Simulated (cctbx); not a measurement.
## Reading a Patterson map

Space group P4/nbm (no. 125, origin choice 1), a = 6.5190 Å, b = 6.5190 Å, c = 6.1910 Å, α = 90.00°, β = 90.00°, γ = 90.00°, content Ba2 Zn4 Cu4 O8.

Simulated single-crystal data (cctbx): Ag Kα, λ = 0.56087 Å, to d = 0.8 Å, 80 % of the full sphere, strongest reflection 70000 counts, noise from counting, a 6 % proportional error and a noise floor of 15 counts (s.d.); no absorption.

Patterson synthesis from sharpened amplitudes, origin scaled to 1000:

```text
Patterson group P 4/m m m
      u       v       w   height  length (A)
  0.000   0.000   0.000   1000.0     0.00
  0.500   0.500   0.000    988.0     4.61
  0.000   0.500   0.241    540.0     3.59
  0.250   0.250   0.500    496.7     3.86
  0.250   0.250   0.257    273.1     2.80
  0.500   0.500   0.500    249.7     5.55
  0.000   0.000   0.500    243.7     3.10
  0.000   0.500   0.000    199.0     3.26
  0.000   0.084   0.167     45.6     1.17
  0.416   0.500   0.167     45.3     4.36
  0.500   0.500   0.308     43.7     4.99
  0.000   0.000   0.308     43.7     1.91
  0.249   0.249   0.000     39.2     2.30
  0.055   0.171   0.000     38.8     1.17
```

**Question.** Which atom pairs make the peaks, and where is the heaviest atom?

A peak at u stands for all pairs with xi − xj = u, with weight Σ ZiZj against Σ Z² = 13748 at the origin. Peak heights follow these weights only roughly, since form factors, motion and series ripples differ, all vectors within 0.55 Å of a peak are counted as merged into it though the farther ones add only part of their weight, and F(000) is left out, which lowers the whole map:

| u | v | w | shortest length (Å) | height | 1000 ΣZiZj/ΣZ² | pairs in the cell |
| --- | --- | --- | --- | --- | --- | --- |
| 0.500 | 0.500 | 0.000 | 4.61 | 988 | 963 | 2 × Ba–Ba, 4 × Zn–Zn, 4 × Cu–Cu |
| 0.000 | 0.500 | 0.241 | 3.58 | 540 | 624 | 4 × Ba–Zn, 8 × Cu–O |
| 0.250 | 0.250 | 0.500 | 3.86 | 497 | 612 | 4 × Ba–Cu, 8 × Zn–O |
| 0.250 | 0.250 | 0.257 | 2.80 | 273 | 383 | 4 × Zn–Cu, 4 × Ba–O |
| 0.500 | 0.500 | 0.500 | 5.55 | 250 | 299 | 4 × Zn–Zn, 8 × O–O |
| 0.000 | 0.000 | 0.500 | 3.10 | 244 | 262 | 4 × Zn–Zn |
| 0.000 | 0.500 | 0.000 | 3.26 | 199 | 282 | 4 × Cu–Cu, 8 × O–O |
| 0.000 | 0.084 | 0.167 | 1.17 | 46 | 0 | none within 0.55 Å |
| 0.416 | 0.500 | 0.167 | 4.36 | 45 | 0 | none within 0.55 Å |

The table stops at ten peaks or at a height of 45, below which ripples compete. In the model behind the data Ba, the heaviest element, has 1 independent site: (1/2, 1/2, 0), up to an allowed shift of origin; the Ba–Ba vectors are differences of these positions and their symmetry mates. The whole model:

| atom | mult. | x | y | z | Ueq (Å²) |
| --- | --- | --- | --- | --- | --- |
| Ba1 | 2 | 1/2 | 1/2 | 0 | 0.0080 |
| Zn1 | 4 | 0 | 1/2 | 0.7605 | 0.0080 |
| Cu1 | 4 | 1/4 | 1/4 | 1/2 | 0.0093 |
| O1 | 8 | 0.7168 | 0.7832 | 0.7794 | 0.0152 |

The model was made for the exercise: a known structure type with other elements put in, its volume estimated, not relaxed; displacement parameters are assumed.

[Logs are printed without paths, hosts, clocks, repeated set-up lines and the standing remarks that a program may print on its own settings, such as how far it seeks lower states.]
